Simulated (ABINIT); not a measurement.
# Quasiparticle gap of MgO (Fm-3m) in ABINIT, part 2 of 3

How does a plane-wave GW calculation on MgO (Fm-3m) run from the first input to the gap?

ABINIT 10.8.3; PBE and many-body steps on it, plane waves. Known limits of the many-body steps: not at the basis limit.

So far. Step 2 (Ground state): The gap is direct, at Γ.

## 3. Bands along the symmetry lines

Level of this step: DFT, PBE, plane waves, norm-conserving pseudopotentials (ABINIT).

The cheap functional maps the bands first; the places of the edges decide which points the dearer methods must see.

File run.abi:

```
acell 3*1.0 Angstrom
rprim 
  -0.000000000000 2.097001392700 2.097001392700
  2.097001392700 -0.000000000000 2.097001392700
  2.097001392700 2.097001392700 -0.000000000000
ntypat 2
znucl 12 8
natom 2
typat 1 2
xred 
  0.000000000000 0.000000000000 0.000000000000
  0.500000000000 0.500000000000 0.500000000000
pp_dirpath "pseudos"
pseudos "Mg.upf, O.upf"
ecut 38
iscf -2
irdden 1
kptopt 0
nkpt 50
kpt 
  0.00000000 0.00000000 0.00000000
  0.06250000 0.00000000 0.06250000
  0.12500000 0.00000000 0.12500000
  0.18750000 0.00000000 0.18750000
  0.25000000 0.00000000 0.25000000
  0.31250000 0.00000000 0.31250000
  0.37500000 0.00000000 0.37500000
  0.43750000 0.00000000 0.43750000
  0.50000000 0.00000000 0.50000000
  0.51562500 0.03125000 0.51562500
  0.53125000 0.06250000 0.53125000
  0.54687500 0.09375000 0.54687500
  0.56250000 0.12500000 0.56250000
  0.57812500 0.15625000 0.57812500
  0.59375000 0.18750000 0.59375000
  0.60937500 0.21875000 0.60937500
  0.62500000 0.25000000 0.62500000
  0.37500000 0.37500000 0.75000000
  0.32812500 0.32812500 0.65625000
  0.28125000 0.28125000 0.56250000
  0.23437500 0.23437500 0.46875000
  0.18750000 0.18750000 0.37500000
  0.14062500 0.14062500 0.28125000
  0.09375000 0.09375000 0.18750000
  0.04687500 0.04687500 0.09375000
  0.00000000 0.00000000 0.00000000
  0.06250000 0.06250000 0.06250000
  0.12500000 0.12500000 0.12500000
  0.18750000 0.18750000 0.18750000
  0.25000000 0.25000000 0.25000000
  0.31250000 0.31250000 0.31250000
  0.37500000 0.37500000 0.37500000
  0.43750000 0.43750000 0.43750000
  0.50000000 0.50000000 0.50000000
  0.50000000 0.46875000 0.53125000
  0.50000000 0.43750000 0.56250000
  0.50000000 0.40625000 0.59375000
  0.50000000 0.37500000 0.62500000
  0.50000000 0.34375000 0.65625000
  0.50000000 0.31250000 0.68750000
  0.50000000 0.28125000 0.71875000
  0.50000000 0.25000000 0.75000000
  0.50000000 0.21875000 0.71875000
  0.50000000 0.18750000 0.68750000
  0.50000000 0.15625000 0.65625000
  0.50000000 0.12500000 0.62500000
  0.50000000 0.09375000 0.59375000
  0.50000000 0.06250000 0.56250000
  0.50000000 0.03125000 0.53125000
  0.50000000 0.00000000 0.50000000
istwfk *1
nband 15
nbdbuf 2
tolwfr 1e-08
nstep 40
prtwf 0
prtvol 0
indata_prefix "in"
outdata_prefix "out"
tmpdata_prefix "tmp"
```

On the command line:

```sh
$ OMP_NUM_THREADS=1 mpirun -n 4 abinit run.abi > log
```

Numbers of over 12 decimals in the logs are rounded to 6 here.

The log of the run:

```text
.Version 10.8.3 of ABINIT. v10.8.2 released Aug 2026.

 Symmetries : space group Fm -3 m (#225); Bravais cF (face-center cubic)
[... echo of the input left out ...]
== DATASET  1 ==================================================================
-   mpi_nproc: 4, omp_nthreads: 1 (-1 if OMP is not activated)

--- !DatasetInfo
iteration_state: {dtset: 1, }
dimensions: {natom: 2, nkpt: 50, mband: 15, nsppol: 1, nspinor: 1, nspden: 1, mpw: 1411, }
cutoff_energies: {ecut:  38.0, pawecutdg:  -1.0, }
electrons: {nelect:   1.60000000E+01, charge:   0.00000000E+00, occopt:   1.00000000E+00, tsmear:   1.00000000E-02, }

 Real(R)+Recip(G) space primitive vectors, cartesian coordinates (Bohr,Bohr^-1):
 R(1)=  0.0000000  3.9627583  3.9627583  G(1)= -0.1261747  0.1261747  0.1261747
 R(2)=  3.9627583  0.0000000  3.9627583  G(2)=  0.1261747 -0.1261747  0.1261747
 R(3)=  3.9627583  3.9627583  0.0000000  G(3)=  0.1261747  0.1261747 -0.1261747
 Unit cell volume ucvol=  1.2445798E+02 bohr^3
 Angles (23,13,12)=  6.00000000E+01  6.00000000E+01  6.00000000E+01 degrees

 getcut: wavevector=  0.0000  0.0000  0.0000  ngfft=  32  32  32
         ecut(hartree)=     38.000   => boxcut(ratio)=   2.05769

--- Pseudopotential description ------------------------------------------------
- Mg Generated using ONCVPSP code by D. R. Hamann
- 12.00000  10.00000  171031                  znucl, zion, pspdat
12 -101130 1 -1 1510                          pspcod,pspxc,lmax,lloc,mmax
     nproj     2     2     0
  pspatm : epsatm=    9.22893308
         --- l  ekb(1:nproj) -->
             0    2.250005   -0.808630
             1   -6.469357   -2.503313
 pspatm: atomic psp has been read  and splines computed

- O Generated using ONCVPSP code by D. R. Hamann
-  8.00000   6.00000  171031                  znucl, zion, pspdat
12 -101130 2 -1 936                           pspcod,pspxc,lmax,lloc,mmax
     nproj     2     2     1
  pspatm : epsatm=    6.19545534
         --- l  ekb(1:nproj) -->
             0    6.056735    0.824024
[...]
2   -1.331955
 pspatm: atomic psp has been read  and splines computed

--------------------------------------------------------------------------------

================================================================================
 prteigrs : about to open file out_EIG
 Non-SCF case, kpt    1 (  0.00000  0.00000  0.00000), residuals and eigenvalues=
  3.62E-09  2.32E-09  3.41E-09  4.94E-09  9.15E-09  1.91E-09  5.29E-09  8.93E-09
  4.40E-09  1.83E-09  8.92E-09  2.29E-09  6.87E-09  3.16E-08  2.61E-07
 -2.4797E+00 -1.2578E+00 -1.2578E+00 -1.2578E+00 -4.5613E-01  1.7790E-01
  1.7790E-01  1.7790E-01  3.5778E-01  7.6721E-01  7.6721E-01  7.6721E-01
[...]
Non-SCF case, kpt    2 (  0.06250  0.00000  0.06250), residuals and eigenvalues=
  3.02E-09  8.62E-09  1.99E-09  6.39E-09  3.31E-09  3.28E-09  1.66E-09  3.81E-09
[...]
3.33E-09  1.27E-09  8.65E-10  3.46E-09  1.92E-09  1.81E-09  5.31E-09  4.86E-09
  4.55E-09  6.95E-10  6.38E-09  1.73E-09  4.85E-09  4.94E-08  4.13E-07
[...]
Non-SCF case, kpt   49 (  0.50000  0.03125  0.53125), residuals and eigenvalues=
[...]
Non-SCF case, kpt   50 (  0.50000  0.00000  0.50000), residuals and eigenvalues=
[...]
-2.4793E+00 -1.2606E+00 -1.2589E+00 -1.2589E+00 -3.9813E-01  2.7623E-02
  1.2827E-01  1.2827E-01  5.1764E-01  5.5107E-01  6.6414E-01  8.8312E-01
[...]
--- !ResultsGS
iteration_state: {dtset: 1, }
comment   : Summary of ground state results
lattice_vectors:
- [ -0.0000000,   3.9627583,   3.9627583, ]
- [  3.9627583,  -0.0000000,   3.9627583, ]
- [  3.9627583,   3.9627583,  -0.0000000, ]
lattice_lengths: [   5.60419,    5.60419,    5.60419, ]
lattice_angles: [ 60.000,  60.000,  60.000, ] # degrees, (23, 13, 12)
lattice_volume:   1.2445798E+02
convergence: {deltae:  0.000E+00, res2:  0.000E+00, residm:  9.981E-09, diffor:  0.000E+00, }
etotal    :  -7.60504444E+01
entropy   :   0.00000000E+00
fermie    :   1.77897150E-01
cartesian_stress_tensor: null
pressure_GPa: null
xred      :
- [  0.0000E+00,   0.0000E+00,   0.0000E+00, Mg]
- [  5.0000E-01,   5.0000E-01,   5.0000E-01,  O]
cartesian_forces: null
force_length_stats: {min: null, max: null, mean: null, }

 Integrated electronic density in atomic spheres:
 ------------------------------------------------
 Atom  Sphere_radius  Integrated_density
[...]
================================================================================

 ----iterations are completed or convergence reached----

 Mean square residual over all n,k,spin=   35.766E-10; max=  99.810E-10
 reduced coordinates (array xred) for    2 atoms
       0.000000000000      0.000000000000      0.000000000000
       0.500000000000      0.500000000000      0.500000000000

 cartesian coordinates (angstrom) at end:
    1      0.000000     0.000000     0.000000
    2      2.097001     2.097001     2.097001
 length scales=  1.889726125908  1.889726125908  1.889726125908 bohr
              =  1.000000000000  1.000000000000  1.000000000000 angstroms
 prteigrs : about to open file out_EIG
 Eigenvalues (hartree) for nkpt=  50  k points:
 kpt#   1, nband= 15, wtk=  1.00000, kpt=  0.0000  0.0000  0.0000 (reduced coord)
[...]
kpt#   2, nband= 15, wtk=  1.00000, kpt=  0.0625  0.0000  0.0625 (reduced coord)
[...]
kpt#   3, nband= 15, wtk=  1.00000, kpt=  0.1250  0.0000  0.1250 (reduced coord)
[...]
kpt#  49, nband= 15, wtk=  1.00000, kpt=  0.5000  0.0313  0.5313 (reduced coord)
  -2.47926   -1.26059   -1.25893   -1.25892   -0.39804    0.02832    0.12683    0.12764
   0.51993    0.55330    0.66333    0.87823    0.88457    1.12988    1.18625
 kpt#  50, nband= 15, wtk=  1.00000, kpt=  0.5000  0.0000  0.5000 (reduced coord)
  -2.47926   -1.26059   -1.25891   -1.25891   -0.39813    0.02762    0.12827    0.12827
   0.51764    0.55107    0.66414    0.88312    0.88312    1.12685    1.18428

== END DATASET(S) ==============================================================
================================================================================

 -outvars: echo values of variables after computation  --------
            nband          15
             nkpt          50
          spgroup         225
 [... the other variables as echoed above ...]

 Calculation completed.
```

The job ended after 3.8 s (4 MPI ranks of Arm Neoverse V1, shared host; peak memory 0.25 GiB; 15 s of CPU time).

Numbers from this step:

```
gap                        : 4.895 eV
k of the valence top       : 0, 0, 0
k of the conduction bottom : 0, 0, 0
least direct gap           : 4.895 eV
```

The gap is 4.895 eV, as in the run before at this level.

Electronic bands along the path, in eV, zero at the top of the highest filled band; v1 is the highest filled band, c1 the lowest empty one:

```csv
point,v4,v3,v2,v1,c1,c2,c3,c4
Γ,-17.25,0.00,0.00,0.00,4.89,16.04,16.04,16.04
halfway,-16.47,-2.63,-0.74,-0.74,8.23,11.31,15.69,17.68
X,-15.67,-4.09,-1.35,-1.35,9.24,10.15,13.23,19.19
halfway,-15.66,-3.94,-1.80,-1.30,9.63,10.67,13.07,18.82
U,-15.65,-3.50,-2.72,-1.15,10.22,11.95,12.66,18.34
jump to K,-15.65,-3.50,-2.72,-1.15,10.22,11.95,12.66,18.34
halfway,-16.39,-2.94,-1.18,-0.39,8.32,12.13,15.56,18.15
Γ,-17.25,0.00,0.00,0.00,4.89,16.04,16.04,16.04
halfway,-16.63,-2.66,-0.34,-0.34,7.24,12.72,16.87,16.87
L,-15.90,-4.64,-0.65,-0.65,8.02,12.76,16.49,16.49
halfway,-15.76,-4.02,-1.94,-0.99,9.80,12.34,13.67,17.10
W,-15.61,-2.96,-2.96,-1.78,11.77,11.77,12.35,15.74
halfway,-15.64,-3.79,-1.90,-1.57,10.13,11.04,12.89,17.56
X,-15.67,-4.09,-1.35,-1.35,9.24,10.15,13.23,19.19
```

The electronic bands as a text plot (rows in eV, shown from -8.0 to 10.9 only):

```
   10.5 |       ++ +++++  ++++                         +     ++++
    9.7 |         +++ ++++    ++                      +       ++
    8.9 |       ++   +                              ++          +
    8.1 |     ++                +              +++++
    7.4 |    +                   ++         +++
    6.6 |                          ++      +
    5.8 |  ++                            ++
    5.0 |++                          ++++
    4.2 |
    3.4 |
    2.6 |
    1.8 |
    1.1 |
    0.3 |**                        ********
   -0.5 | ******            **********  *  ***********
   -1.3 |  **   ************    *  **    **         ******   ****
   -2.1 |    *         **   **** **        *          **  ****
   -2.9 |     ****       ***    *           *           ****
   -3.7 |         *** **********             **       ***   ****
   -4.5 |            *                         *******          *
   -5.2 |
   -6.0 |
   -6.8 |
   -7.6 |
         Γ           X  U|K            Γ         L        W     X
```

## 4. Empty states on the mesh, 6×6×6 mesh, 100 bands

The sums over transitions need many empty states on a uniform mesh; this step solves for them.

File run.abi:

```
acell 3*1.0 Angstrom
rprim 
  -0.000000000000 2.097001392700 2.097001392700
  2.097001392700 -0.000000000000 2.097001392700
  2.097001392700 2.097001392700 -0.000000000000
ntypat 2
znucl 12 8
natom 2
typat 1 2
xred 
  0.000000000000 0.000000000000 0.000000000000
  0.500000000000 0.500000000000 0.500000000000
pp_dirpath "pseudos"
pseudos "Mg.upf, O.upf"
ecut 38
ngkpt 6 6 6
nshiftk 1
shiftk 0 0 0
kptopt 1
chksymbreak 0
irdden 1
istwfk *1
nband 100
prtvol 0
optdriver 6
gwr_task "HDIAGO"
paral_kgb 0
occopt 1
indata_prefix "in"
outdata_prefix "out"
tmpdata_prefix "tmp"
```

The log of the run:

```text
[banner, memory and clock lines left out]
.Version 10.8.3 of ABINIT. v10.8.2 released Aug 2026.

 Symmetries : space group Fm -3 m (#225); Bravais cF (face-center cubic)
[... echo of the input left out ...]
== DATASET  1 ==================================================================
-   mpi_nproc: 4, omp_nthreads: 1 (-1 if OMP is not activated)

--- !DatasetInfo
iteration_state: {dtset: 1, }
dimensions: {natom: 2, nkpt: 16, mband: 100, nsppol: 1, nspinor: 1, nspden: 1, mpw: 1411, }
cutoff_energies: {ecut:  38.0, pawecutdg:  -1.0, }
electrons: {nelect:   1.60000000E+01, charge:   0.00000000E+00, occopt:   1.00000000E+00, tsmear:   1.00000000E-02, }

.Using double precision arithmetic; gwpc =  8

- Reading GS density from: in_DEN

--- Pseudopotential description ------------------------------------------------
- Mg Generated using ONCVPSP code by D. R. Hamann
- 12.00000  10.00000  171031                  znucl, zion, pspdat
12 -101130 1 -1 1510                          pspcod,pspxc,lmax,lloc,mmax
     nproj     2     2     0
  pspatm : epsatm=    9.22893308
         --- l  ekb(1:nproj) -->
             0    2.250005   -0.808630
             1   -6.469357   -2.503313
 pspatm: atomic psp has been read  and splines computed

- O Generated using ONCVPSP code by D. R. Hamann
-  8.00000   6.00000  171031                  znucl, zion, pspdat
12 -101130 2 -1 936                           pspcod,pspxc,lmax,lloc,mmax
     nproj     2     2     1
  pspatm : epsatm=    6.19545534
         --- l  ekb(1:nproj) -->
             0    6.056735    0.824024
             1   -4.717130   -1.149271
             2   -1.331955
 pspatm: atomic psp has been read  and splines computed

   2.46790215E+02                                ecore*ucvol(ha*bohr**3)

 Total charge density [el/Bohr^3]
)     Maximum=    3.3940E+00  at reduced coord.    0.0625    0.9375    0.9688
)     Minimum=    1.0142E-02  at reduced coord.    0.2500    0.2500    0.2500
   Integrated=    1.6000E+01

 === KS gaps after direct diagonalization ===
 Direct band gap semiconductor
 Fundamental gap:     4.895 (eV)
   VBM:     4.841 (eV) at k: [ 0.0000E+00,  0.0000E+00,  0.0000E+00]
   CBM:     9.736 (eV) at k: [ 0.0000E+00,  0.0000E+00,  0.0000E+00]
 Direct gap:         4.895 (eV) at k: [ 0.0000E+00,  0.0000E+00,  0.0000E+00]

== END DATASET(S) ==============================================================

 -outvars: echo values of variables after computation  --------
           etotal      0.0000000000E+00
            nband         100
             nkpt          16
          spgroup         225
 [... the other variables as echoed above ...]

 Calculation completed.
```

It took 11 s on 4 MPI ranks; peak memory 0.71 GiB; 42 s of CPU time.

Numbers from this step:

```yaml
gap: 4.895 eV
k_of_the_valence_top: 0, 0, 0
k_of_the_conduction_bottom: 0, 0, 0
least_direct_gap: 4.895 eV
k_points_computed: 16
lowest_point_of_the_top_converged_band_above_the_valence_top: 144.9583 eV
```

On this mesh the gap is 4.895 eV.

## 5. Screening, 6×6×6 mesh, 92 bands, screening to 217.7 eV

The RPA dielectric matrix is built and inverted for each q.

This step: RPA screening on PBE, plane waves, norm-conserving pseudopotentials.

run.abi, as its differences from that of step 4:

```diff
@@ -20,10 +20,11 @@
 chksymbreak 0
-irdden 1
 istwfk *1
-nband 100
-prtvol 0
-optdriver 6
-gwr_task "HDIAGO"
-paral_kgb 0
 occopt 1
+irdwfk 1
+optdriver 3
+nband 92
+ecuteps 8
+inclvkb 2
+awtr 1
+symchi 1
 indata_prefix "in"
```

The log of the run:

```text
.Version 10.8.3 of ABINIT. v10.8.2 released Aug 2026.

 Symmetries : space group Fm -3 m (#225); Bravais cF (face-center cubic)
[... echo of the input left out ...]
== DATASET  1 ==================================================================
-   mpi_nproc: 4, omp_nthreads: 1 (-1 if OMP is not activated)

--- !DatasetInfo
iteration_state: {dtset: 1, }
dimensions: {natom: 2, nkpt: 16, mband: 92, nsppol: 1, nspinor: 1, nspden: 1, mpw: 1411, }
cutoff_energies: {ecut:  38.0, pawecutdg:  -1.0, }
electrons: {nelect:   1.60000000E+01, charge:   0.00000000E+00, occopt:   1.00000000E+00, tsmear:   1.00000000E-02, }

 SCREENING: Calculation of the susceptibility and dielectric matrices

 Based on a program developped by R.W. Godby, V. Olevano, G. Onida, and L. Reining.
 Incorporated in ABINIT by V. Olevano, G.-M. Rignanese, and M. Torrent.
.Using double precision arithmetic ; gwpc =  8

[... cell and pseudopotentials left out ...]
--------------------------------------------------------------------------------

 ==== K-mesh for the wavefunctions ====
 Number of points in the irreducible wedge :    16
[... list of points left out ...]
 Together with 48 symmetry operations and time-reversal symmetry
 yields   216 points in the full Brillouin Zone.

 ==== Q-mesh for the screening function ====
 Number of points in the irreducible wedge :    16
[... list of points left out ...]
 Together with 48 symmetry operations and time-reversal symmetry
 yields   216 points in the full Brillouin Zone.

 setmesh: FFT mesh size selected  =    24x   24x   24
          total number of points  =        13824

 vcoul_init : cutoff-mode = AUXILIARY_FUNCTION
 q-points for optical limit:   1
     1)      0.000010    0.000020    0.000030

- screening: taking advantage of time-reversal symmetry
- Maximum band index for partially occupied states nbvw = 8
- Remaining bands to be divided among processors   nbcw = 84
- Number of bands treated by each node ~21

 Number of electrons calculated from density =   16.0000; Expected =   16.0000
 average of density, n =  0.128557
 r_s =    1.2291
 omega_plasma =   34.5863 [eV]

 calculating chi0 at frequencies [eV] :
  1    0.000000E+00    0.000000E+00
  2    0.000000E+00    3.458631E+01

--------------------------------------------------------------------------------
  q-point number  1        q = ( 0.000000, 0.000000, 0.000000) [r.l.u.]
--------------------------------------------------------------------------------
[... chi0 elements left out ...]
 For q-point:  0.000010 0.000020 0.000030
  dielectric constant =   3.0179
  dielectric constant without local fields =   3.2355

  Average fulfillment of the sum rule on Im[epsilon] for q-point    1 :     71.12  [%]
[... wings left out ...]
  q-point number  2        q = ( 0.166667, 0.000000, 0.000000) [r.l.u.]
--------------------------------------------------------------------------------
[... chi0 elements left out ...]
  Average fulfillment of the sum rule on Im[epsilon] for q-point    2 :     85.73  [%]

 [... 14 further q-points ...]
```

It took 63 s on 4 MPI ranks; peak memory 0.77 GiB.

Numbers from this step:

```
ε∞ with local fields, on this mesh, along the program's q direction : 3.018
the same without local fields                                       : 3.236
plasma frequency                                                    : 34.59 eV
plane waves in the screening matrix                                 : 137
```

Local fields lower ε∞ by 7 %.

[end of part 2 of 3]

[Paths, hosts, dates, memory and timing lines, banners, echoed tables and standing remarks are left out of the program output.]

[Logs are printed without paths, hosts, clocks, repeated set-up lines and the standing remarks that a program may print on its own settings, such as how far it seeks lower states.]

[Runs of the session that timed out or met a known fault of the program may be left out.]

[No measured gap is set beside runs whose start may be inverted or whose files or cutoffs have a known fault.]

[Hosts, paths, dates, database ids (printed as entryN), source tags and the programs' standing remarks are cut or masked in the printed files.]

[G0W0 gaps are taken among the corrected bands and points alone; a level outside them can change the order at an edge.]

[Where Ansatz stands beside ABINIT at settings called matched, ABINIT's density can come from a denser mesh and the files from another edition; pairs whose starting gaps differed by over 0.03 eV were left out, so agreement reads better than it is.]
